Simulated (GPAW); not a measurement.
# O K-edge XANES of MnO2 (Pnnm), part 2 of 3

Aim: the dependence of the O K near-edge features of MnO2 (Pnnm) on volume.

GPAW 26.7.0; X-ray absorption from dipole matrix elements to empty bands, plane-wave PAW LDA+U.

So far. Step 2 (The field without a hole): The mesh shows a gap of 0.55 eV, so the hole is first treated in a charged cell, without the excited electron.

## (4) Spectrum with FCH, O atom 3

The holes are 5.2 Å apart. In GPAW the data set carries the hole's charge, so charge=0 means a charged cell and charge=-1 a neutral one. The excited electron is left out and a uniform background balances the charge. After the field has converged, empty bands are computed with the density fixed and the dipole matrix elements are summed.

The absorber has 2 Mn at 1.88 Å and 1 Mn at 1.90 Å (distorted trigonal planar, site symmetry m).

The input, xas.py:

```python
import numpy as np
from ase import Atoms
from ase.parallel import parprint, paropen
from gpaw import GPAW, PW, FermiDirac, Mixer, MixerDif, setup_paths
from gpaw.test import gen
setup_paths.insert(0, '.')
gen('O', name='fch1s', xcname='LDA', corehole=(1, 0, 1), write_xml=True)
from gpaw.mpi import world
world.barrier()

atoms = Atoms('Mn4O8',
    cell=[[-4.33057597, 0, -2.8624768],
     [4.33057597, 0, -2.8624768],
     [0, -4.46231267, -2.8624768]],
    scaled_positions=[[0.75, 0.25, 0.5],
     [0.25, 0.75, 0.5],
     [0, 0, 0],
     [0.5, 0.5, 0],
     [0.05448516, 0.26847751, 0.17703733],
     [0.55448515, 0.76847752, 0.17703733],
     [0.01847751, 0.30448516, 0.67703733],
     [0.51847752, 0.80448515, 0.67703733],
     [0.98152248, 0.69551485, 0.32296267],
     [0.48152249, 0.19551484, 0.32296267],
     [0.44551485, 0.23152249, 0.82296267],
     [0.94551485, 0.73152248, 0.82296267]],
    magmoms=[4.0, 4.0, -4.0, -4.0, 0.0, 0.0, 0.0, 0.0, 0.0, 0.0, 0.0, 0.0],
    pbc=True)
atoms.calc = calc = GPAW(legacy_gpaw=True, mode=PW(500), xc='LDA', setups={'Mn': ':d,3.9', 4: 'fch1s'},
    kpts={'size': (3, 3, 3), 'gamma': True}, occupations=FermiDirac(0.02),
    charge=0, mixer=MixerDif(0.05, 8, 50), maxiter=150,
    convergence={'density': 0.0001}, txt='scf.txt')
energy = atoms.get_potential_energy() + calc.get_reference_energy()
ef = calc.get_fermi_level()
out = dict(energy=energy, fermi=ef, forces=atoms.get_forces().tolist(), magmoms=atoms.get_magnetic_moments().tolist())
parprint(f'all-electron energy {energy:.4f} eV, Fermi level {ef:.4f} eV')
ev = np.array([[calc.get_eigenvalues(k, s) for k in range(len(calc.get_ibz_k_points()))] for s in range(calc.get_number_of_spins())])
out['homo'], out['lumo'], out['counts'] = ev[ev < ef].max(), ev[ev > ef].min(), sorted(set((ev < ef).sum((0, 2)).tolist()))
out['filled'] = (ev[:, 0] < ef).sum(1).tolist()

from ase.units import Ha
from gpaw.xas import dipole_matrix_elements
nb = int(calc.get_number_of_electrons() / 2) + 89
top, nb = nb, nb + 8 + nb // 12
nscf = calc.fixed_density(kpts={'size': (4, 4, 4), 'gamma': True}, nbands=nb,
    convergence={'bands': top, 'eigenstates': 1e-5}, maxiter=60, txt='nscf.txt')
cell = atoms.cell.array
ops = [cell.T @ U.T @ np.linalg.inv(cell.T) for U in nscf.wfs.kd.symmetry.op_scc]
filled = [54, 54]  # bands filled in the ground state, by spin
E = np.arange(-6, 34, 0.1)
fwhm = np.interp(E, [4, 25], [0.9, 3.5])
Y, X, zero, highest = 0, 0, 1e9, 1e9
for spin in range(nscf.get_number_of_spins()):
    wfs = nscf.wfs
    A = dipole_matrix_elements(wfs.setups[4])
    eps = np.zeros((wfs.kd.nibzkpts, nb))
    d = np.zeros((3, A.shape[1], wfs.kd.nibzkpts, nb), complex)
    for kpt in wfs.kpt_u:
        if kpt.s == spin and 4 in kpt.P_ani:
            eps[kpt.k] = kpt.eps_n * Ha
            d[:, :, kpt.k] = (kpt.weight * wfs.nspins / 2) ** 0.5 * np.inner(A, kpt.P_ani[4])
    world.sum(eps)
    world.sum(d)
    T = np.einsum('amkn,bmkn->abkn', d, d.conj()).real
    T = sum(np.einsum('ai,ijkn,bj->abkn', R, T, R) for R in ops) / len(ops)
    empty = np.ones_like(eps, bool) & (np.arange(nb) >= filled[spin])
    zero, highest = min(zero, eps[empty].min()), min(highest, eps[:, top - 1].min())
    lines = [(eps, T, empty)] if spin == 0 else lines + [(eps, T, empty)]
for eps, T, empty in lines:
    f = np.einsum('aakn->akn', T).reshape(3, -1)
    x = eps.ravel() - zero
    w = np.interp(x, E, fwhm) / 2.35482
    g = np.exp(-0.5 * ((E[:, None] - x) / w) ** 2) / (w * (2 * np.pi) ** 0.5)
    Y = Y + (f * empty.ravel()) @ g.T
    X = X + (f * ~empty.ravel()) @ g.T
out.update(E=E.round(2).tolist(), xas=Y.tolist(), xes=X.tolist(), zero=zero, valid=highest - zero, nk=len(eps), nb=nb)
for i in range(0, len(E), 10):
    parprint(f'{E[i]:7.2f}', *(f'{v:10.3e}' for v in Y[:, i]))
import json
with paropen('out.json', 'w') as f:
    json.dump(out, f)
```

Command:

```bash
OMP_NUM_THREADS=1 mpirun -n 2 gpaw python xas.py
```

Numbers of over 12 decimals in the logs are rounded to 6 here.

Log:

```text
Input parameters:
  convergence: {density: 0.0001}
  kpts: {gamma: True,
         size: (3, 3, 3)}
  maxiter: 150
  mixer: {backend: pulay,
          beta: 0.05,
          method: difference,
          nmaxold: 8,
          weight: 50}
  mode: {ecut: 500.0,
         name: pw}
  occupations: {fixmagmom: False,
                name: fermi-dirac,
                width: 0.02}
  setups: {4: fch1s,
           Mn: :d,3.9}

Initialize ...

[... PAW data sets ...]

Reference energy: -141494.485717  # eV

Spin-polarized calculation.
Initial magnetic moment: 0.000000

[... convergence settings ...]
Symmetries present (total): 1
  [... symmetry matrices ...]

27 k-points: 3 x 3 x 3 Monkhorst-Pack grid
14 k-points in the irreducible part of the Brillouin zone
       k-points in crystal coordinates                weights
   0:     0.00000000    0.00000000    0.00000000          1/27
   1:     0.00000000    0.00000000    0.33333333          2/27
   2:     0.00000000    0.33333333   -0.33333333          2/27
   3:     0.00000000    0.33333333    0.00000000          2/27
   4:     0.00000000    0.33333333    0.33333333          2/27
   5:     0.33333333   -0.33333333   -0.33333333          2/27
   6:     0.33333333   -0.33333333    0.00000000          2/27
   7:     0.33333333   -0.33333333    0.33333333          2/27
   8:     0.33333333    0.00000000   -0.33333333          2/27
   9:     0.33333333    0.00000000    0.00000000          2/27
          ...
  13:     0.33333333    0.33333333    0.33333333          2/27

Wave functions: Plane wave expansion
  Cutoff energy: 500.000 eV
  Number of coefficients (min, max): 2798, 2837
  Pulay-stress correction: 0.000000 eV/Ang^3 (de/decut=0.000000)
  Using FFTW library
  Wavefunction extrapolation:
    Improved wavefunction reuse through dual PAW basis

Occupation numbers: Fermi-Dirac:
  width: 0.0200  # eV

Eigensolver
   Davidson(niter=2)

Densities:
  Coarse grid: 27*27*28 grid
  Fine grid: 54*54*56 grid
  Total Charge: 1.000000

Density mixing:
  Method: difference
  Backend: pulay
  Linear mixing parameter: 0.05
  old densities: 8
  Width of damping distribution: 1.1
  Damping of long wavelength oscillations: 50

[... Hamiltonian set-up ...]
Number of atoms: 12
Number of atomic orbitals: 84
Number of bands in calculation: 69
Number of valence electrons: 108
Bands to converge: occupied

... initialized

Initializing position-dependent things.

Density initialized from atomic densities
Creating initial wave functions:
  69 bands from LCAO basis set

               Mn

                O
               Mn
           O
                O
                O
        Mn        Mn
          OO
                O

          O

Atomic positions and initial magnetic moments

Positions:
   0 Mn    -2.165288   -2.231156   -4.293715    ( 0.0000,  0.0000,  4.0000)
   1 Mn     2.165288   -2.231156   -4.293715    ( 0.0000,  0.0000,  4.0000)
   2 Mn     0.000000    0.000000    0.000000    ( 0.0000,  0.0000, -4.0000)
   3 Mn     0.000000    0.000000   -2.862477    ( 0.0000,  0.0000, -4.0000)
   4 O      0.926710   -0.789996   -1.431238    ( 0.0000,  0.0000,  0.0000)
   5 O      0.926710   -0.789996   -4.293715    ( 0.0000,  0.0000,  0.0000)
   6 O      1.238578   -3.021152   -2.862477    ( 0.0000,  0.0000,  0.0000)
   7 O      1.238578   -3.021152   -5.724954    ( 0.0000,  0.0000,  0.0000)
   8 O     -1.238578   -1.441160   -5.724954    ( 0.0000,  0.0000,  0.0000)
   9 O     -1.238578   -1.441160   -2.862477    ( 0.0000,  0.0000,  0.0000)
  10 O     -0.926710   -3.672317   -4.293715    ( 0.0000,  0.0000,  0.0000)
  11 O     -0.926710   -3.672317   -7.156192    ( 0.0000,  0.0000,  0.0000)

Unit cell:
           periodic     x           y           z      points  spacing
  1. axis:    yes   -4.330576    0.000000   -2.862477    27     0.1560
[...]
iter:  20  -130.877092c  -6.63  -3.94    -0.0000
iter:  21  -130.877141c  -5.97  -4.00    -0.0000
iter:  22  -130.877139c  -6.23  -4.02c   -0.0000
iter:  23  -130.877150c  -6.21  -4.30c   -0.0000
iter:  24  -130.877150c  -7.18  -4.39c   -0.0000
iter:  25  -130.877151c  -8.21c -4.55c   -0.0000

Converged after 25 iterations.

Dipole moment: (0.052645, 0.101304, 0.352128) |e|*Ang

Total magnetic moment: (0.000000, 0.000000, -0.000002)
Local magnetic moments:
   0 Mn ( 0.000000,  0.000000,  2.928403)
   1 Mn ( 0.000000,  0.000000,  2.923036)
   2 Mn ( 0.000000,  0.000000, -2.922439)
   3 Mn ( 0.000000,  0.000000, -2.922439)
   4 O  ( 0.000000,  0.000000, -0.171489)
   5 O  ( 0.000000,  0.000000, -0.010018)
   6 O  ( 0.000000,  0.000000,  0.013502)
   7 O  ( 0.000000,  0.000000,  0.013502)
   8 O  ( 0.000000,  0.000000,  0.014298)
   9 O  ( 0.000000,  0.000000,  0.014298)
  10 O  ( 0.000000,  0.000000, -0.032710)
  11 O  ( 0.000000,  0.000000,  0.053318)

Energy contributions relative to reference atoms: (reference = -141494.485717)

Kinetic:        +36.585587
Potential:      -65.798528
External:        +0.000000
XC:            -101.834025
Entropy (-ST):   -0.000001
Local:           +0.169815
SIC:             +0.000000
--------------------------
Free energy:   -130.877152
Extrapolated:  -130.877151

Spin contamination: 6.787216 electrons
Showing only first 2 kpts
                      Up                     Down
 Kpt  Band  Eigenvalues  Occupancy  Eigenvalues  Occupancy
  0    52      5.17922    1.00000      5.10496    1.00000
  0    53      5.52726    0.99996      5.50033    0.99999
  0    54      5.96162    0.00001      5.93518    0.00004
  0    55      7.07554    0.00000      6.86427    0.00000

  1    52      4.69171    1.00000      4.76364    1.00000
  1    53      5.06812    1.00000      5.03744    1.00000
  1    54      6.85532    0.00000      6.46085    0.00000
  1    55      6.94166    0.00000      6.94353    0.00000

Fermi level: 5.73128

Gap: 0.408 eV
Transition (v -> c):
  (s=0, k=0, n=53, [0.00, 0.00, 0.00]) -> (s=1, k=0, n=54, [0.00, 0.00, 0.00])
No difference between direct/indirect transitions

Forces in eV/Ang:
  0 Mn    2.00918   -2.21928    0.00002
  1 Mn   -0.36799    0.45011   -0.00000
  2 Mn   -1.21333    1.09298    2.30199
  3 Mn   -1.21330    1.09300   -2.30196
  4 O     0.40558   -0.30919    0.00031
  5 O    -0.15103    0.09872   -0.00014
  6 O    -0.01578   -0.06117    0.08413
  7 O    -0.01572   -0.06105   -0.08417
  8 O    -0.03074    0.20783    0.05629
  9 O    -0.03086    0.20774   -0.05626
 10 O    -0.07213    0.20743    0.00014
 11 O     0.69338   -0.70616   -0.00010
Scalar-relativistic atomic LDA calculation for O (Oxygen, Z=8)
Core hole in 1s state (1s occupation: 1.0)
300 radial gridpoints.
|------------------------------------------------|
|------------------------------------------------|
[... the atom generator's iteration count ...]

Energy contributions:
-------------------------
Kinetic:      +54.046737
XC:            -5.876031
Potential:   -102.458324
-------------------------
Total:        -54.287618

state      eigenvalue         ekin         rmax
-----------------------------------------------
1s^1.0 :   -21.731873    30.611423        0.127
2s^2.0 :    -1.594915     4.066245        0.801
2p^4.0 :    -1.067100     3.825706        0.682
-----------------------------------------------
(units: Bohr and Hartree)

Generating PAW setup
Kinetic energy of the core from tauc = 30.636371
Cutoffs:
rc(s)=1.300
rc(p)=1.130
rc(d)=1.170
rc(vbar)=1.300
rc(comp)=1.260
rc(nct)=1.300

Kinetic energy of the core states: 30.611423
Charge: 1.0
Core electrons: 1.0
Valence electrons: 6.0
Pseudo-core charge: 0.000198
Shape function alpha=6.299
Pseudo-electron charge 5.280306
state    eigenvalue         norm
--------------------------------
2s(2) :    -1.594915     1.065643
*s    :    -0.594915
2p(4) :    -1.067100     0.787205
*p    :    -0.067100
*d    :     0.000000
--------------------------------

Diagonalizing with gridspacing h=0.050

state   all-electron     PAW
-------------------------------
2s:      -1.594915    -1.596334
2p:      -1.067100    -1.073375
*d:                   -0.060686
*f:                   -0.013559
-------------------------------
all-electron energy -141625.3629 eV, Fermi level 5.7313 eV
  -6.00  2.355e-61  1.131e-60  3.304e-63
  -5.00  6.677e-45  2.764e-44  2.781e-46
  -4.00  2.442e-31  7.569e-31  2.566e-32
  -3.00  1.234e-20  2.507e-20  2.674e-21
  -2.00  8.747e-13  1.173e-12  3.394e-13
  -1.00  9.169e-08  9.777e-08  6.358e-08
  -0.00  3.188e-05  2.997e-05  3.518e-05
[...]
31.00  8.061e-05  5.500e-05  7.322e-05
  32.00  7.246e-05  5.845e-05  8.962e-05
  33.00  7.214e-05  6.404e-05  1.096e-04
```

It took 9.3 min on 2 MPI ranks of Arm Neoverse V1, shared host; peak memory 0.74 GiB.

The O K spectrum, O atom 3, full core hole (charged cell) (energy from the lowest empty level; intensity scaled to a mean of 1 over the first 20 eV; polarised curves are means over the symmetry-equivalent atoms):

```tsv
E (eV)	isotropic	ε ∥ x	ε ∥ y	ε ∥ z
-2.0	0.00	0.00	0.00	0.00
-1.4	0.00	0.00	0.00	0.00
-0.8	0.00	0.00	0.00	0.00
-0.2	0.11	0.11	0.11	0.11
0.4	0.84	0.82	0.75	0.96
1.0	1.56	1.41	1.42	1.84
1.6	0.85	0.72	0.84	0.99
2.2	0.99	1.04	1.04	0.90
2.8	1.24	1.20	1.17	1.33
3.4	1.48	1.33	1.30	1.80
4.0	1.71	1.52	1.57	2.04
4.6	0.42	0.39	0.42	0.44
5.2	0.04	0.04	0.05	0.03
5.8	0.00	0.00	0.00	0.00
6.4	0.00	0.00	0.00	0.00
7.0	0.00	0.00	0.00	0.00
7.6	0.02	0.02	0.02	0.02
8.2	0.06	0.06	0.06	0.07
8.8	0.15	0.14	0.14	0.16
9.4	0.32	0.29	0.31	0.35
10.0	0.59	0.55	0.58	0.65
10.6	0.99	0.88	0.96	1.13
11.2	1.41	1.20	1.32	1.72
11.8	1.65	1.35	1.47	2.12
12.4	1.68	1.36	1.46	2.22
13.0	1.69	1.39	1.47	2.21
13.6	1.84	1.58	1.65	2.30
14.2	2.11	1.95	1.97	2.40
14.8	2.30	2.34	2.27	2.28
15.4	2.23	2.51	2.34	1.86
16.0	1.93	2.37	2.10	1.33
16.6	1.53	2.00	1.68	0.92
17.2	1.15	1.54	1.25	0.66
17.8	0.84	1.10	0.91	0.52
18.4	0.62	0.76	0.67	0.43
19.0	0.49	0.55	0.54	0.38
19.6	0.41	0.42	0.46	0.36
20.2	0.38	0.35	0.41	0.39
20.8	0.38	0.31	0.40	0.45
21.4	0.40	0.28	0.41	0.51
22.0	0.43	0.26	0.46	0.57
22.6	0.47	0.26	0.53	0.61
23.2	0.51	0.29	0.63	0.60
23.8	0.54	0.33	0.73	0.56
24.4	0.57	0.41	0.80	0.51
25.0	0.60	0.50	0.82	0.46
25.6	0.60	0.60	0.79	0.43
26.2	0.60	0.68	0.70	0.42
26.8	0.59	0.74	0.60	0.42
27.4	0.57	0.78	0.52	0.42
28.0	0.56	0.79	0.46	0.42
28.6	0.55	0.78	0.42	0.43
29.2	0.54	0.76	0.41	0.45
29.8	0.54	0.73	0.41	0.47
30.4	0.54	0.68	0.42	0.51
31.0	0.54	0.63	0.43	0.57
31.6	0.55	0.58	0.44	0.64
```

Main maxima below 24 eV (height): 0.9 eV (1.56), 2.6 eV (1.29), 3.8 eV (1.92) and 15.0 eV (2.31). A K edge sees empty p states; the first features are O p mixed into the empty d states of the Mn neighbours, and the broad ones above probably into the cations' higher empty bands.

The hole costs E(hole) − E(ground) = 518.01 eV, and the lowest empty level of the hole cell on the spectrum's mesh lies at 5.94 eV, which puts the zero at 523.95 eV. The functional and the charged cell's background leave an error in such absolute values: in the free atom LDA prices this hole 4.1 eV below PBE (computed apart), and PBE is itself good to a few eV.

## (5) Supercell without a hole, the energy reference

The cell changes for the next run, so it gets a reference energy of its own.

The cell differs from the one that the last finished run ended in (a 5.191 → 5.030 Å, b 5.191 → 5.030 Å, c 5.302 → 5.137 Å).

The input, scf.py:

```python
import numpy as np
from ase import Atoms
from ase.parallel import parprint, paropen
from gpaw import GPAW, PW, FermiDirac, Mixer, MixerDif, setup_paths
from gpaw.test import gen
setup_paths.insert(0, '.')
gen('O', name='nch1s', xcname='LDA', corehole=(1, 0, 0), write_xml=True)
from gpaw.mpi import world
world.barrier()

atoms = Atoms('Mn4O8',
    cell=[[-4.19655377, 0, -2.77388918],
     [4.19655377, 0, -2.77388918],
     [0, -4.3242135, -2.77388918]],
    scaled_positions=[[0.75, 0.25, 0.5],
     [0.25, 0.75, 0.5],
     [0, 0, 0],
     [0.5, 0.5, 0],
     [0.05448516, 0.26847751, 0.17703733],
     [0.55448515, 0.76847752, 0.17703733],
     [0.01847751, 0.30448516, 0.67703733],
     [0.51847752, 0.80448515, 0.67703733],
     [0.98152248, 0.69551485, 0.32296267],
     [0.48152249, 0.19551484, 0.32296267],
     [0.44551485, 0.23152249, 0.82296267],
     [0.94551485, 0.73152248, 0.82296267]],
    magmoms=[4.0, 4.0, -4.0, -4.0, 0.0, 0.0, 0.0, 0.0, 0.0, 0.0, 0.0, 0.0],
    pbc=True)
atoms.calc = calc = GPAW(legacy_gpaw=True, mode=PW(500), xc='LDA', setups={'Mn': ':d,3.9', 4: 'nch1s'},
    kpts={'size': (3, 3, 3), 'gamma': True}, occupations=FermiDirac(0.02),
    charge=0, mixer=MixerDif(0.05, 8, 50), maxiter=150,
    convergence={'density': 0.0001}, txt='scf.txt')
energy = atoms.get_potential_energy() + calc.get_reference_energy()
ef = calc.get_fermi_level()
out = dict(energy=energy, fermi=ef, forces=atoms.get_forces().tolist(), magmoms=atoms.get_magnetic_moments().tolist())
parprint(f'all-electron energy {energy:.4f} eV, Fermi level {ef:.4f} eV')
ev = np.array([[calc.get_eigenvalues(k, s) for k in range(len(calc.get_ibz_k_points()))] for s in range(calc.get_number_of_spins())])
out['homo'], out['lumo'], out['counts'] = ev[ev < ef].max(), ev[ev > ef].min(), sorted(set((ev < ef).sum((0, 2)).tolist()))
out['filled'] = (ev[:, 0] < ef).sum(1).tolist()
import json
with paropen('out.json', 'w') as f:
    json.dump(out, f)
```

Command:

```bash
OMP_NUM_THREADS=1 mpirun -n 2 gpaw python scf.py
```

Log:

```text
Input parameters:
  convergence: {density: 0.0001}
  kpts: {gamma: True,
         size: (3, 3, 3)}
  maxiter: 150
  mixer: {backend: pulay,
          beta: 0.05,
          method: difference,
          nmaxold: 8,
          weight: 50}
  mode: {ecut: 500.0,
         name: pw}
  occupations: {fixmagmom: False,
                name: fermi-dirac,
                width: 0.02}
  setups: {4: nch1s,
           Mn: :d,3.9}

[...]
2s(2) :    -0.872866     1.079797
*s    :     0.127134
2p(4) :    -0.337925     0.876472
*p    :     0.662075
*d    :     0.000000
--------------------------------

Diagonalizing with gridspacing h=0.050

state   all-electron     PAW
-------------------------------
2s:      -0.872866    -0.873954
2p:      -0.337925    -0.341740
*d:                    0.050276
*f:                    0.077289
-------------------------------
all-electron energy -142143.0018 eV, Fermi level 7.2439 eV
[key lines of the parts left out:]
Converged after 18 iterations.
Dipole moment: (-0.000001, 0.000000, -0.000001) |e|*Ang
Free energy:    -97.849340
Fermi level: 7.24386
```

It took 1.9 min on 2 MPI ranks; peak memory 0.39 GiB; 3.7 min of CPU time.

Reference energy: -142143.002 eV with the cores included.

## (6) Spectrum with FCH, O atom 3

Shorter bonds are expected to push antibonding states and scattering resonances up, and longer ones down; the cell is scaled to test that.

Changed against the first core-hole run: volume scale from 1 to 0.91.

Changes to xas.py since step 4:

```diff
@@ -11,5 +11,5 @@
 atoms = Atoms('Mn4O8',
-    cell=[[-4.33057597, 0, -2.8624768],
-     [4.33057597, 0, -2.8624768],
-     [0, -4.46231267, -2.8624768]],
+    cell=[[-4.19655377, 0, -2.77388918],
+     [4.19655377, 0, -2.77388918],
+     [0, -4.3242135, -2.77388918]],
     scaled_positions=[[0.75, 0.25, 0.5],
@@ -42,3 +42,3 @@
 from gpaw.xas import dipole_matrix_elements
-nb = int(calc.get_number_of_electrons() / 2) + 89
+nb = int(calc.get_number_of_electrons() / 2) + 83
 top, nb = nb, nb + 8 + nb // 12
```

Command:

```bash
OMP_NUM_THREADS=1 mpirun -n 2 gpaw python xas.py
```

Log:

```text
Input parameters:
  convergence: {density: 0.0001}
  kpts: {gamma: True,
         size: (3, 3, 3)}
  maxiter: 150
  mixer: {backend: pulay,
          beta: 0.05,
          method: difference,
          nmaxold: 8,
          weight: 50}
  mode: {ecut: 500.0,
         name: pw}
  occupations: {fixmagmom: False,
                name: fermi-dirac,
                width: 0.02}
  setups: {4: fch1s,
           Mn: :d,3.9}

[...]
2s:      -1.594915    -1.596334
2p:      -1.067100    -1.073375
*d:                   -0.060686
*f:                   -0.013559
-------------------------------
all-electron energy -141626.1044 eV, Fermi level 7.1348 eV
  -6.00  2.997e-61  1.233e-60  6.168e-64
  -5.00  8.323e-45  2.919e-44  6.442e-47
  -4.00  2.678e-31  7.592e-31  7.319e-33
  -3.00  1.057e-20  2.273e-20  9.166e-22
[...]
32.00  8.591e-05  5.265e-05  6.510e-05
  33.00  7.457e-05  5.514e-05  7.729e-05
[key lines of the parts left out:]
Converged after 21 iterations.
Dipole moment: (0.056275, 0.107973, 0.361828) |e|*Ang
Free energy:   -131.618697
Fermi level: 7.13479
```

Run time: 8.4 min. Hardware: 2 MPI ranks; peak memory 0.71 GiB.

```tsv
E (eV)	first run	this run
-2.0	0.00	0.00
-1.0	0.00	0.00
0.0	0.25	0.12
1.0	1.56	1.43
2.0	0.80	1.23
3.0	1.15	1.00
4.0	1.71	1.88
5.0	0.09	0.21
6.0	0.00	0.00
7.0	0.00	0.00
8.0	0.04	0.01
9.0	0.19	0.10
10.0	0.59	0.38
11.0	1.28	0.99
12.0	1.67	1.51
13.0	1.69	1.54
14.0	2.02	1.71
15.0	2.31	2.02
16.0	1.93	2.00
17.0	1.27	1.68
18.0	0.76	1.22
19.0	0.49	0.75
20.0	0.39	0.47
21.0	0.39	0.38
22.0	0.43	0.37
23.0	0.49	0.42
24.0	0.55	0.47
25.0	0.60	0.53
26.0	0.60	0.59
27.0	0.58	0.61
28.0	0.56	0.59
29.0	0.54	0.55
30.0	0.54	0.53
31.0	0.54	0.52
32.0	0.57	0.51
```

The scaled spectrum changes by 20 % r.m.s. The highest intensity below 16 eV goes from 15.0 eV (2.31) to 15.4 eV (2.07).

The photon energy of the zero moves by +0.44 eV.

(Continued in part 3 of 3.)

[Banner, clock and machine lines of the logs are left out without a mark of their own.]

[Logs are printed without paths, hosts, clocks, repeated set-up lines and the standing remarks that a program may print on its own settings, such as how far it seeks lower states.]

[Hosts, paths, dates, database ids (printed as entryN), source tags and the programs' standing remarks are cut or masked in the printed files.]

[Lists of maxima count a maximum above −3 eV only where it reaches 4 % of the highest in the window and stands out from its surroundings by 2 % of it (1.5 % where it reaches 55 %); shoulders and weaker maxima are passed over, and of the rest the first, up to two pre-edge ones and the few strongest are named.]
